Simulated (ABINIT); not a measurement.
# Diamond (Fd-3m, 2 atoms a cell): G0W0 in ABINIT against the k mesh

Wanted: the cheapest k mesh that holds the gap of Diamond (Fd-3m, 2 atoms a cell).

Calculated with ABINIT 10.8.3; PBE and many-body steps on it, plane waves.

## 1. Set-up

It takes space group Fd-3m (No. 227, cubic). The conventional cell has a = 3.567 Å, b = 3.567 Å, c = 3.567 Å, α = 90.00°, β = 90.00°, γ = 90.00°. Nearest to C lie 4 C at 1.54 Å.

The cell and positions come from the Crystallography Open Database and are kept as given unless a step says otherwise.

## 2. Empty states on the mesh, 8×8×8 mesh, 218 bands

This step: ABINIT 10.8.3; DFT, PBE, plane waves, norm-conserving pseudopotentials.

The sums over transitions need many empty states on a uniform mesh; this step solves for them.

File run.abi:

```
acell 3*1.0 Angstrom
rprim 
  -0.000000000000 1.783370000000 1.783370000000
  1.783370000000 -0.000000000000 1.783370000000
  1.783370000000 1.783370000000 0.000000000000
ntypat 1
znucl 6
natom 2
typat 1 1
xred 
  -0.000000000000 0.000000000000 0.000000000000
  0.250000000000 0.250000000000 0.250000000000
pp_dirpath "pseudos"
pseudos "C.upf"
ecut 37
ngkpt 8 8 8
nshiftk 1
shiftk 0 0 0
kptopt 1
chksymbreak 0
irdden 1
istwfk *1
nband 218
prtvol 0
optdriver 6
gwr_task "HDIAGO"
paral_kgb 0
occopt 1
indata_prefix "in"
outdata_prefix "out"
tmpdata_prefix "tmp"
```

On the command line:

```
$ OMP_NUM_THREADS=1 mpirun -n 8 abinit run.abi > log
```

What it wrote:

```text
.Version 10.8.3 of ABINIT. v10.8.2 released Aug 2026.

 Symmetries : space group Fd -3 m (#227); Bravais cF (face-center cubic)
[... echo of the input left out ...]
== DATASET  1 ==================================================================
-   mpi_nproc: 8, omp_nthreads: 1 (-1 if OMP is not activated)

--- !DatasetInfo
iteration_state: {dtset: 1, }
dimensions: {natom: 2, nkpt: 29, mband: 218, nsppol: 1, nspinor: 1, nspden: 1, mpw: 869, }
cutoff_energies: {ecut:  37.0, pawecutdg:  -1.0, }
[...]
Indirect band gap semiconductor
 Fundamental gap:     4.190 (eV)
   VBM:    10.293 (eV) at k: [ 0.0000E+00,  0.0000E+00,  0.0000E+00]
   CBM:    14.483 (eV) at k: [ 3.7500E-01,  3.7500E-01,  0.0000E+00]
 Direct gap:         5.626 (eV) at k: [ 0.0000E+00,  0.0000E+00,  0.0000E+00]

== END DATASET(S) ==============================================================
================================================================================

 -outvars: echo values of variables after computation  --------
           etotal      0.0000000000E+00
            nband         218
             nkpt          29
          spgroup         227
 [... the other variables as echoed above ...]

 Calculation completed.
```

Wall time 4.7 s (8 MPI ranks of Arm Neoverse V1, shared host); peak memory 0.59 GiB.

Read from the output:

| Item | Value |
| --- | --- |
| gap | 4.190 eV |
| k of the valence top | 0, 0, 0 |
| k of the conduction bottom | 0.375, 0.375, 0 |
| least direct gap | 5.626 eV |
| k points computed | 29 |
| lowest point of the top converged band, above the valence top | 374.6723 eV |

On this mesh the gap is 4.190 eV.

The density comes from a self-consistent run that is not shown.

## 3. Empty states on the mesh, 4×4×4 mesh, 64 bands

Edit run.abi of step 2 so:

```diff
@@ -15,3 +15,3 @@
 ecut 37
-ngkpt 8 8 8
+ngkpt 4 4 4
 nshiftk 1
@@ -22,3 +22,3 @@
 istwfk *1
-nband 218
+nband 64
 prtvol 0
```

What it wrote:

```text
[banner, memory and clock lines left out]
.Version 10.8.3 of ABINIT. v10.8.2 released Aug 2026.

 Symmetries : space group Fd -3 m (#227); Bravais cF (face-center cubic)
[... echo of the input left out ...]
== DATASET  1 ==================================================================
-   mpi_nproc: 8, omp_nthreads: 1 (-1 if OMP is not activated)

--- !DatasetInfo
iteration_state: {dtset: 1, }
dimensions: {natom: 2, nkpt: 8, mband: 64, nsppol: 1, nspinor: 1, nspden: 1, mpw: 869, }
cutoff_energies: {ecut:  37.0, pawecutdg:  -1.0, }
[...]
Integrated=    8.0000E+00

 === KS gaps after direct diagonalization ===
 Indirect band gap semiconductor
 Fundamental gap:     4.490 (eV)
   VBM:    10.293 (eV) at k: [ 0.0000E+00,  0.0000E+00,  0.0000E+00]
   CBM:    14.783 (eV) at k: [ 2.5000E-01,  2.5000E-01,  0.0000E+00]
 Direct gap:         5.626 (eV) at k: [ 0.0000E+00,  0.0000E+00,  0.0000E+00]

== END DATASET(S) ==============================================================

 -outvars: echo values of variables after computation  --------
           etotal      0.0000000000E+00
            nband          64
             nkpt           8
          spgroup         227
 [... the other variables as echoed above ...]

 Calculation completed.
```

The job ended after 2 s (8 MPI ranks; peak memory 0.11 GiB).

Numbers from this step:

```yaml
gap: 4.490 eV
k_of_the_valence_top: 0, 0, 0
k_of_the_conduction_bottom: 0.25, 0.25, 0
least_direct_gap: 5.626 eV
k_points_computed: 8
lowest_point_of_the_top_converged_band_above_the_valence_top: 121.9261 eV
```

On this mesh the gap is 4.490 eV.

## 4. Empty states on the mesh, 6×6×6 mesh, 64 bands

Edit run.abi of step 3 so:

```diff
@@ -15,3 +15,3 @@
 ecut 37
-ngkpt 4 4 4
+ngkpt 6 6 6
 nshiftk 1
```

What it wrote:

```text
[banner, memory and clock lines left out]
.Version 10.8.3 of ABINIT. v10.8.2 released Aug 2026.

 Symmetries : space group Fd -3 m (#227); Bravais cF (face-center cubic)
[... echo of the input left out ...]
== DATASET  1 ==================================================================
-   mpi_nproc: 8, omp_nthreads: 1 (-1 if OMP is not activated)

--- !DatasetInfo
iteration_state: {dtset: 1, }
dimensions: {natom: 2, nkpt: 16, mband: 64, nsppol: 1, nspinor: 1, nspden: 1, mpw: 869, }
cutoff_energies: {ecut:  37.0, pawecutdg:  -1.0, }
[...]
Integrated=    8.0000E+00

 === KS gaps after direct diagonalization ===
 Indirect band gap semiconductor
 Fundamental gap:     4.207 (eV)
   VBM:    10.293 (eV) at k: [ 0.0000E+00,  0.0000E+00,  0.0000E+00]
   CBM:    14.500 (eV) at k: [ 3.3333E-01,  3.3333E-01,  0.0000E+00]
 Direct gap:         5.626 (eV) at k: [ 0.0000E+00,  0.0000E+00,  0.0000E+00]

== END DATASET(S) ==============================================================

 -outvars: echo values of variables after computation  --------
           etotal      0.0000000000E+00
            nband          64
             nkpt          16
          spgroup         227
 [... the other variables as echoed above ...]

 Calculation completed.
```

Run time: 2.8 s. Hardware: 8 MPI ranks; peak memory 0.11 GiB.

Numbers from this step:

- gap: 4.207 eV
- k of the valence top: 0, 0, 0
- k of the conduction bottom: 0.3333, 0.3333, 0
- least direct gap: 5.626 eV
- k points computed: 16
- lowest point of the top converged band, above the valence top: 121.9261 eV

On this mesh the gap is 4.207 eV.

## 5. Empty states on the mesh, 10×10×10 mesh, 64 bands

Edit run.abi of step 4 so:

```diff
@@ -15,3 +15,3 @@
 ecut 37
-ngkpt 6 6 6
+ngkpt 10 10 10
 nshiftk 1
```

What it wrote:

```text
[banner, memory and clock lines left out]
.Version 10.8.3 of ABINIT. v10.8.2 released Aug 2026.

 Symmetries : space group Fd -3 m (#227); Bravais cF (face-center cubic)
[... echo of the input left out ...]
== DATASET  1 ==================================================================
-   mpi_nproc: 8, omp_nthreads: 1 (-1 if OMP is not activated)

--- !DatasetInfo
iteration_state: {dtset: 1, }
dimensions: {natom: 2, nkpt: 47, mband: 64, nsppol: 1, nspinor: 1, nspden: 1, mpw: 869, }
cutoff_energies: {ecut:  37.0, pawecutdg:  -1.0, }
[...]
Integrated=    8.0000E+00

 === KS gaps after direct diagonalization ===
 Indirect band gap semiconductor
 Fundamental gap:     4.229 (eV)
   VBM:    10.293 (eV) at k: [ 0.0000E+00,  0.0000E+00,  0.0000E+00]
   CBM:    14.522 (eV) at k: [ 4.0000E-01,  4.0000E-01,  0.0000E+00]
 Direct gap:         5.626 (eV) at k: [ 0.0000E+00,  0.0000E+00,  0.0000E+00]

== END DATASET(S) ==============================================================

 -outvars: echo values of variables after computation  --------
           etotal      0.0000000000E+00
            nband          64
             nkpt          47
          spgroup         227
 [... the other variables as echoed above ...]

 Calculation completed.
```

Elapsed: 5.8 s, on 8 MPI ranks; peak memory 0.57 GiB; 46 s of CPU time.

Read from the output:

* gap: 4.229 eV
* k of the valence top: 0, 0, 0
* k of the conduction bottom: 0.4, 0.4, 0
* least direct gap: 5.626 eV
* k points computed: 47
* lowest point of the top converged band, above the valence top: 121.9261 eV

On this mesh the gap is 4.229 eV.

## 6. Empty states on the mesh, 14×14×14 mesh, 64 bands

Edit run.abi of step 5 so:

```diff
@@ -15,3 +15,3 @@
 ecut 37
-ngkpt 10 10 10
+ngkpt 14 14 14
 nshiftk 1
```

What it wrote:

```text
[banner, memory and clock lines left out]
.Version 10.8.3 of ABINIT. v10.8.2 released Aug 2026.

 Symmetries : space group Fd -3 m (#227); Bravais cF (face-center cubic)
[... echo of the input left out ...]
== DATASET  1 ==================================================================
-   mpi_nproc: 8, omp_nthreads: 1 (-1 if OMP is not activated)

--- !DatasetInfo
iteration_state: {dtset: 1, }
dimensions: {natom: 2, nkpt: 104, mband: 64, nsppol: 1, nspinor: 1, nspden: 1, mpw: 869, }
cutoff_energies: {ecut:  37.0, pawecutdg:  -1.0, }
[...]
Integrated=    8.0000E+00

 === KS gaps after direct diagonalization ===
 Indirect band gap semiconductor
 Fundamental gap:     4.186 (eV)
   VBM:    10.293 (eV) at k: [ 0.0000E+00,  0.0000E+00,  0.0000E+00]
   CBM:    14.478 (eV) at k: [ 3.5714E-01,  3.5714E-01,  0.0000E+00]
 Direct gap:         5.626 (eV) at k: [ 0.0000E+00,  0.0000E+00,  0.0000E+00]

== END DATASET(S) ==============================================================

 -outvars: echo values of variables after computation  --------
           etotal      0.0000000000E+00
            nband          64
             nkpt         104
          spgroup         227
 [... the other variables as echoed above ...]

 Calculation completed.
```

Run time: 12 s. Hardware: 8 MPI ranks; peak memory 0.57 GiB.

Read from the output:

| Quantity | Value |
| --- | --- |
| gap | 4.186 eV |
| k of the valence top | 0, 0, 0 |
| k of the conduction bottom | 0.3571, 0.3571, 0 |
| least direct gap | 5.626 eV |
| k points computed | 104 |
| lowest point of the top converged band, above the valence top | 121.9261 eV |

On this mesh the gap is 4.186 eV.

## 7. Screening, 4×4×4 mesh, 56 bands, screening to 261.2 eV

The RPA dielectric matrix is built and inverted for each q.

This step: RPA screening on PBE, plane waves, norm-conserving pseudopotentials.

Edit run.abi of step 6 so:

```diff
@@ -15,3 +15,3 @@
 ecut 37
-ngkpt 14 14 14
+ngkpt 4 4 4
 nshiftk 1
@@ -20,10 +20,11 @@
 chksymbreak 0
-irdden 1
 istwfk *1
-nband 64
-prtvol 0
-optdriver 6
-gwr_task "HDIAGO"
-paral_kgb 0
 occopt 1
+irdwfk 1
+optdriver 3
+nband 56
+ecuteps 9.6
+inclvkb 2
+awtr 1
+symchi 1
 indata_prefix "in"
```

What it wrote:

```text
.Version 10.8.3 of ABINIT. v10.8.2 released Aug 2026.

 Symmetries : space group Fd -3 m (#227); Bravais cF (face-center cubic)
[... echo of the input left out ...]
== DATASET  1 ==================================================================
-   mpi_nproc: 8, omp_nthreads: 1 (-1 if OMP is not activated)

--- !DatasetInfo
iteration_state: {dtset: 1, }
dimensions: {natom: 2, nkpt: 8, mband: 56, nsppol: 1, nspinor: 1, nspden: 1, mpw: 869, }
cutoff_energies: {ecut:  37.0, pawecutdg:  -1.0, }
electrons: {nelect:   8.00000000E+00, charge:   0.00000000E+00, occopt:   1.00000000E+00, tsmear:   1.00000000E-02, }

 SCREENING: Calculation of the susceptibility and dielectric matrices

 Based on a program developped by R.W. Godby, V. Olevano, G. Onida, and L. Reining.
 Incorporated in ABINIT by V. Olevano, G.-M. Rignanese, and M. Torrent.
.Using double precision arithmetic ; gwpc =  8

[... cell and pseudopotentials left out ...]
--------------------------------------------------------------------------------

 ==== K-mesh for the wavefunctions ====
 Number of points in the irreducible wedge :     8
[... list of points left out ...]
 Together with 48 symmetry operations and time-reversal symmetry
 yields    64 points in the full Brillouin Zone.

 ==== Q-mesh for the screening function ====
 Number of points in the irreducible wedge :     8
[... list of points left out ...]
 Together with 48 symmetry operations and time-reversal symmetry
 yields    64 points in the full Brillouin Zone.

 setmesh: FFT mesh size selected  =    20x   20x   20
          total number of points  =         8000

 vcoul_init : cutoff-mode = AUXILIARY_FUNCTION
 q-points for optical limit:   1
     1)      0.000010    0.000020    0.000030

- screening: taking advantage of time-reversal symmetry
- Maximum band index for partially occupied states nbvw = 4
- Remaining bands to be divided among processors   nbcw = 52
- Number of bands treated by each node ~6

 Number of electrons calculated from density =    8.0000; Expected =    8.0000
 average of density, n =  0.104505
 r_s =    1.3170
 omega_plasma =   31.1835 [eV]

 calculating chi0 at frequencies [eV] :
  1    0.000000E+00    0.000000E+00
  2    0.000000E+00    3.118352E+01

--------------------------------------------------------------------------------
  q-point number  1        q = ( 0.000000, 0.000000, 0.000000) [r.l.u.]
--------------------------------------------------------------------------------
[... chi0 elements left out ...]
 For q-point:  0.000010 0.000020 0.000030
  dielectric constant =   6.8874
  dielectric constant without local fields =   7.4214

  Average fulfillment of the sum rule on Im[epsilon] for q-point    1 :     85.36  [%]
[... wings left out ...]
  q-point number  2        q = ( 0.250000, 0.000000, 0.000000) [r.l.u.]
--------------------------------------------------------------------------------
[... chi0 elements left out ...]
  Average fulfillment of the sum rule on Im[epsilon] for q-point    2 :     94.61  [%]

 [... 6 further q-points ...]
```

Elapsed: 1.9 s, on 8 MPI ranks; peak memory 0.08 GiB.

This step gave:

```yaml
eps_infinity_with_local_fields_on_this_mesh: 6.887
eps_infinity_without_local_fields_on_this_mesh: 7.421
plasma_frequency: 31.18 eV
plane_waves_in_the_screening_matrix: 113
```

Local fields lower ε∞ by 7 %. On a Γ-centred mesh this coarse the value itself is usually too large, while a short band sum pulls it down.

## 8. 4×4×4

This step: G0W0 on PBE, plane waves, norm-conserving pseudopotentials.

Edit run.abi of step 7 so:

```diff
@@ -23,8 +23,17 @@
 irdwfk 1
-optdriver 3
+optdriver 4
 nband 56
+gwcalctyp 0
+ecutsigx 37
+symsigma 1
+nkptgw 2
+kptgw 
+  0.0000000000 0.0000000000 0.0000000000
+  0.2500000000 0.2500000000 0.0000000000
+bdgw 
+  2 7
+  3 6
 ecuteps 9.6
-inclvkb 2
-awtr 1
-symchi 1
+irdscr 1
+ppmodel 1
 indata_prefix "in"
```

What it wrote:

```text
.Version 10.8.3 of ABINIT. v10.8.2 released Aug 2026.

 Symmetries : space group Fd -3 m (#227); Bravais cF (face-center cubic)
[... echo of the input left out ...]
== DATASET  1 ==================================================================
-   mpi_nproc: 8, omp_nthreads: 1 (-1 if OMP is not activated)

--- !DatasetInfo
iteration_state: {dtset: 1, }
dimensions: {natom: 2, nkpt: 8, mband: 56, nsppol: 1, nspinor: 1, nspden: 1, mpw: 869, }
cutoff_energies: {ecut:  37.0, pawecutdg:  -1.0, }
electrons: {nelect:   8.00000000E+00, charge:   0.00000000E+00, occopt:   1.00000000E+00, tsmear:   1.00000000E-02, }

 SIGMA: Calculation of the GW corrections

 Based on a program developped by R.W. Godby, V. Olevano, G. Onida, and L. Reining.
 Incorporated in ABINIT by V. Olevano, G.-M. Rignanese, and M. Torrent.
.Using double precision arithmetic ; gwpc =  8

[... cell and pseudopotentials left out ...]
--------------------------------------------------------------------------------

 ==== K-mesh for the wavefunctions ====
 Number of points in the irreducible wedge :     8
[... list of points left out ...]
 Together with 48 symmetry operations and time-reversal symmetry
 yields    64 points in the full Brillouin Zone.

 ==== Q-mesh for screening function ====
 Number of points in the irreducible wedge :     8
[... list of points left out ...]
 Together with 48 symmetry operations and time-reversal symmetry
 yields    64 points in the full Brillouin Zone.

 vcoul_init : cutoff-mode = AUXILIARY_FUNCTION
 q-points for optical limit:   1
     1)      0.000010    0.000020    0.000030
 setmesh: FFT mesh size selected  =    32x   32x   32
          total number of points  =        32768

 Number of electrons calculated from density =    8.0000; Expected =    8.0000
 average of density, n =  0.104505
 r_s =    1.3170
 omega_plasma =   31.1835 [eV]

 === KS Band Gaps ===
  >>>> For spin  1
   Minimum direct gap =   5.6255 [eV], located at k-point      :   0.0000  0.0000  0.0000
   Fundamental gap    =   4.4903 [eV], Top of valence bands at :   0.0000  0.0000  0.0000
                                       Bottom of conduction at :   0.2500  0.2500  0.0000
 SIGMA fundamental parameters:
 PLASMON POLE MODEL  1
 number of plane-waves for SigmaX                  869
 number of plane-waves for SigmaC and W            113
 number of plane-waves for wavefunctions           869
 number of bands                                    56
 number of independent spin polarizations            1
 number of spinorial components                      1
 number of k-points in IBZ                           8
 number of q-points in IBZ                           8
 number of symmetry operations                      48
 number of k-points in BZ                           64
 number of q-points in BZ                           64
 number of frequencies for dSigma/dE                 9
 frequency step for dSigma/dE [eV]                0.25
 number of omega for Sigma on real axis              0
 max omega for Sigma on real axis  [eV]           0.00
 zcut for avoiding poles [eV]                     0.10

 EPSILON^-1 parameters (SCR file):
 dimension of the eps^-1 matrix on file            113
 dimension of the eps^-1 matrix used               113
 number of plane-waves for wavefunctions           869
 number of bands                                    56
 number of q-points in IBZ                           8
 number of frequencies                               2
 number of real frequencies                          1
 number of imag frequencies                          1

 matrix elements of self-energy operator (all in [eV])

 Perturbative Calculation

--- !SelfEnergy_ee
iteration_state: {dtset: 1, }
kpoint     : [   0.000,    0.000,    0.000, ]
spin       : 1
KS_gap     :    5.626
QP_gap     :    7.363
Delta_QP_KS:    1.738
data: !SigmaeeData |
     Band     E0 <VxcDFT>   SigX SigC(E0)      Z dSigC/dE  Sig(E)    E-E0       E
        2  10.293 -16.974 -19.537   1.873   0.829  -0.206 -17.546  -0.572   9.720
        3  10.293 -16.974 -19.537   1.873   0.829  -0.206 -17.546  -0.572   9.720
        4  10.293 -16.974 -19.537   1.873   0.829  -0.206 -17.546  -0.572   9.720
        5  15.918 -15.644  -9.255  -4.987   0.831  -0.204 -14.479   1.165  17.083
        6  15.918 -15.644  -9.255  -4.987   0.831  -0.204 -14.479   1.165  17.083
        7  15.918 -15.644  -9.255  -4.987   0.831  -0.204 -14.479   1.165  17.083

--- !SelfEnergy_ee
iteration_state: {dtset: 1, }
kpoint     : [   0.250,    0.250,    0.000, ]
spin       : 1
KS_gap     :    8.621
QP_gap     :   10.236
Delta_QP_KS:    1.615
data: !SigmaeeData |
     Band     E0 <VxcDFT>   SigX SigC(E0)      Z dSigC/dE  Sig(E)    E-E0       E
        3   6.162 -16.146 -19.995   2.866   0.821  -0.218 -16.954  -0.808   5.354
        4   6.162 -16.146 -19.995   2.866   0.821  -0.218 -16.954  -0.808   5.354
        5  14.783 -14.681  -8.857  -4.859   0.837  -0.195 -13.874   0.807  15.590
        6  20.608 -13.615  -6.655  -6.066   0.829  -0.206 -12.874   0.740  21.348

== END DATASET(S) ==============================================================
================================================================================

 -outvars: echo values of variables after computation  --------
           etotal      0.0000000000E+00
            nband          56
             nkpt           8
          spgroup         227
 [... the other variables as echoed above ...]

 Calculation completed.
```

Run time: 2 s. Hardware: 8 MPI ranks; peak memory 0.1 GiB.

This step gave:

- G0W0 gap on the mesh: 5.870 eV
- starting gap on the mesh: 4.490 eV
- k of the valence top: 0, 0, 0
- k of the conduction bottom: 0.25, 0.25, 0
- Z at the valence top: 0.829
- Z at the conduction bottom: 0.837
- least direct G0W0 gap on the computed points: 7.363 eV

(Part 1 of 3 ends here.)

[Long decimals in the printed logs are rounded to 6 places.]

[Logs are printed without paths, hosts, clocks, repeated set-up lines and the standing remarks that a program may print on its own settings, such as how far it seeks lower states.]

[Paths, hosts, dates, memory and timing lines, banners, echoed tables and standing remarks are left out of the program output; an Ansatz launch command may be rebuilt from the run's recorded settings. Measured values are a selection of at most five: reports struck by readers or far from the other reports are left out. None is set beside runs whose start may be inverted or whose files or cutoffs have a known fault.]

[Runs of the session that timed out or met a known fault of the program may be left out.]

[Hosts, paths, dates, database ids (printed as entryN), source tags and the programs' standing remarks are cut or masked in the printed files.]

[G0W0 gaps are taken among the corrected bands and points alone; a level outside them can change the order at an edge.]

[Where Ansatz stands beside ABINIT at settings called matched, ABINIT's density can come from a denser mesh and the files from another edition; pairs whose starting gaps differed by over 0.03 eV were left out, so agreement reads better than it is.]
